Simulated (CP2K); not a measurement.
Two runs for the C K edge of s-triazine. Run A: CP2K XAS_TDP, all-electron GAPW, PBEh(45%), aug-cc-pVDZ, TDA, no relativity. Run B differs in one setting.

First lines with a strength over 0.0015. A:

```tsv
atom	energy (eV)	states	strength, one atom
C1 (bonded to 2 N and H), 3 alike	281.81	1	0.0646
	286.72	1	0.0140
	287.69	1	0.0038
	288.74	1	0.0026
	289.02	1	0.0111
```

B:

```tsv
atom	energy (eV)	states	strength, one atom
C1 (bonded to 2 N and H), 3 alike	287.70	1	0.0632
	292.61	1	0.0137
	293.58	1	0.0037
	294.63	1	0.0026
	294.91	1	0.0109
```

Question: Which was it: the basis, scalar relativity switched on, the functional, GW2X switched on?

GW2X switched on. GW2X shifts an atom's lines together and keeps their spacings. Against PBEh(45%) in aug-cc-pVDZ, the leading line moves by +5.89 eV, to 287.70 eV.

[Banner, clock and machine lines of the logs are left out without a mark of their own.]

[Logs are printed without paths, hosts, clocks, repeated set-up lines and the standing remarks that a program may print on its own settings, such as how far it seeks lower states.]

[Hosts, paths, dates, database ids (printed as entryN), source tags and the programs' standing remarks are cut or masked in the printed files.]
